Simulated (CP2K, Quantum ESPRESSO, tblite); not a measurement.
**Forces in random packing of 58BN-42Si3N4 (mol %) (107 atoms), program by program**

One geometry of random packing of 58BN-42Si3N4 (mol %) (107 atoms) is solved by several programs and methods. How far do their forces lie from a plane-wave PBE run?

Results are calculated, not measured.

**1. The cell**

The cell holds 107 atoms (15 B, 59 N and 33 Si), with edges of 10.92, 10.92 and 10.92 Å. Recipe: 107 atoms (15 B, 59 N, 33 Si) packed at random in a cube at 2.44 g/cm³ and pushed apart as soft spheres, cations and anions kept from their own kind; a start for melting by ab initio MD, not an equilibrated structure. Then every atom was moved at random, 0.02 Å r.m.s. a Cartesian component. The density is 2.44 g/cm³.

**2. The reference input**

Quantum ESPRESSO 7.5: Kohn-Sham DFT, PBE, SSSP efficiency 1.3.0 pseudopotentials, plane waves. Its input, pw.in:

```
&control
  calculation = 'scf'
  pseudo_dir = './pseudo'
  outdir = './tmp'
  disk_io = 'none'
  tprnfor = .true.
  tstress = .true.
/
&system
  ibrav = 0
  nat = 107
  ntyp = 3
  ecutwfc = 60
  ecutrho = 480
  nosym = .true.
  occupations = 'smearing'
  smearing = 'fd'
  degauss = 0.003675
/
&electrons
  conv_thr = 5.3e-07
  electron_maxstep = 100
  mixing_beta = 0.4
  mixing_mode = 'plain'
  diagonalization = 'david'
/
ATOMIC_SPECIES
B 10.810 B.upf
N 14.007 N.upf
Si 28.085 Si.upf
CELL_PARAMETERS angstrom
10.91630 0.00000 0.00000
0.00000 10.91630 0.00000
0.00000 0.00000 10.91630
ATOMIC_POSITIONS crystal
B 0.89036 0.63844 0.41642
B 0.24689 0.08042 0.77359
B 0.17769 0.74932 0.54836
B 0.03199 0.93350 0.37449
[... 101 atom lines left out ...]
Si 0.58881 0.62438 0.43968
Si 0.53560 0.76395 0.09692
K_POINTS gamma
```

```console
$ OMP_NUM_THREADS=1 mpirun -np 4 pw.x -in pw.in > output.txt
```

Run time: 11 min. Hardware: 4 MPI ranks of Arm Neoverse V1, shared host; peak memory 4.6 GiB.

It converged with an r.m.s. force component of 1.7 eV/Å and a pressure of -21 GPa.

**3. What was run beside it**

- CP2K 2026.2: Gaussian basis with GTH pseudopotentials and a plane-wave density; labels give functional, basis (MOLOPT sets; SR short-range, UZH the newer set with its own potentials), grid cutoff/relative cutoff and solver (OT: orbital transformation; TRS4, TC2, SIGN: linear-scaling purification with its sparsity filter), or its built-in tight binding.
- tblite 0.8.0: extended tight binding, driven from Python.

All use the same cell and atoms, and the electronic-structure runs the same k-mesh.

**4. Side by side**

Differences are against the reference: forces as r.m.s. over components, share as that over the reference's r.m.s. force, slope as the fitted ratio of a run's forces to the reference's.

```tsv
run	Δ force, r.m.s. (meV/Å)	share (%)	slope	Δ pressure (GPa)	cores	CPU time	memory (GiB)
reference	-	-	-	-	4	43 min	4.6
CP2K PBE, DZVP-MOLOPT-SR, 600/50 Ry, diagonalisation	45.3	2.61	0.991	0.710	4	15 min	4.6
CP2K PBE, DZVP-MOLOPT-SR, 840/50 Ry, diagonalisation	45.2	2.60	0.991	0.710	4	18 min	7.1
CP2K PBE, SZV-MOLOPT-SR, 600/50 Ry, diagonalisation (coarse)	968	55.7	0.954	21.7	2	8.8 min	3.5
tblite GFN1-xTB	578	33.3	0.924	-2.52	1	7.7 s	0.14
```

Rows marked coarse were listed beforehand as settings not expected to be converged; some can still land near the reference.

CPU time is summed over cores on shared hosts, so it is rough.

**5. What came out**

Forces lie from 2.6 % (CP2K PBE, DZVP-MOLOPT-SR, 840/50 Ry, diagonalisation) to 56 % (CP2K PBE, SZV-MOLOPT-SR, 600/50 Ry, diagonalisation, coarse) of the reference's r.m.s. force of 1.7 eV/Å away from it. The PBE runs in local orbitals, coarse settings apart, differ by 2.6 % in each run; basis, grid and potentials can all enter. Tight binding differs by 33 % (tblite GFN1-xTB); it is another model, with fitted parameters of its own, and the xTB methods hold dispersion. Runs with settings chosen to be coarse differ by 56 % (CP2K PBE, SZV-MOLOPT-SR, 600/50 Ry, diagonalisation), their programs' other errors included.

From CP2K PBE, DZVP-MOLOPT-SR, 600/50 Ry, diagonalisation to the finer CP2K PBE, DZVP-MOLOPT-SR, 840/50 Ry, diagonalisation the share goes from 2.61 to 2.60 %, so the grid isn't what parts these runs from the reference. Pressures at PBE, coarse settings apart, lie +0.71 GPa from the reference's.

Caveats: Periodic xTB results under one method name differ between programs and library versions. The reference's pressure holds the uncorrected Pulay stress of its 60 Ry basis, so small pressure differences may be the reference's own error. The reference's stress is far from hydrostatic: its diagonal is -18.3, -22.6, -23.0 GPa, compression counted positive. The electronic-structure runs sample only Γ, in a cell whose shortest periodic width is 11 Å, which is coarse for a cell with partly filled levels. The reference's pressure of -21 GPa reflects the volume that the recipe set, positions that aren't this level's minimum and the basis. CP2K warns in some runs that its smearing reaches the highest orbitals computed, so too few empty orbitals were added. The reference has no spin polarisation, so local moments can't form. Where levels are smeared, the DFT runs use Fermi–Dirac occupations at 580 K (0.05 eV), and energies are free energies. The atoms were displaced at random, and shares hang on the size of the forces that this gives. The reference's cutoffs and mesh weren't converged further here.

[Logs are printed without paths, hosts, clocks, repeated set-up lines and the standing remarks that a program may print on its own settings, such as how far it seeks lower states.]

[Hosts, paths, dates, database ids (printed as entryN), source tags and the programs' standing remarks are cut or masked in the printed files.]

[Cells were taken only where this reference lay near another plane-wave run.]
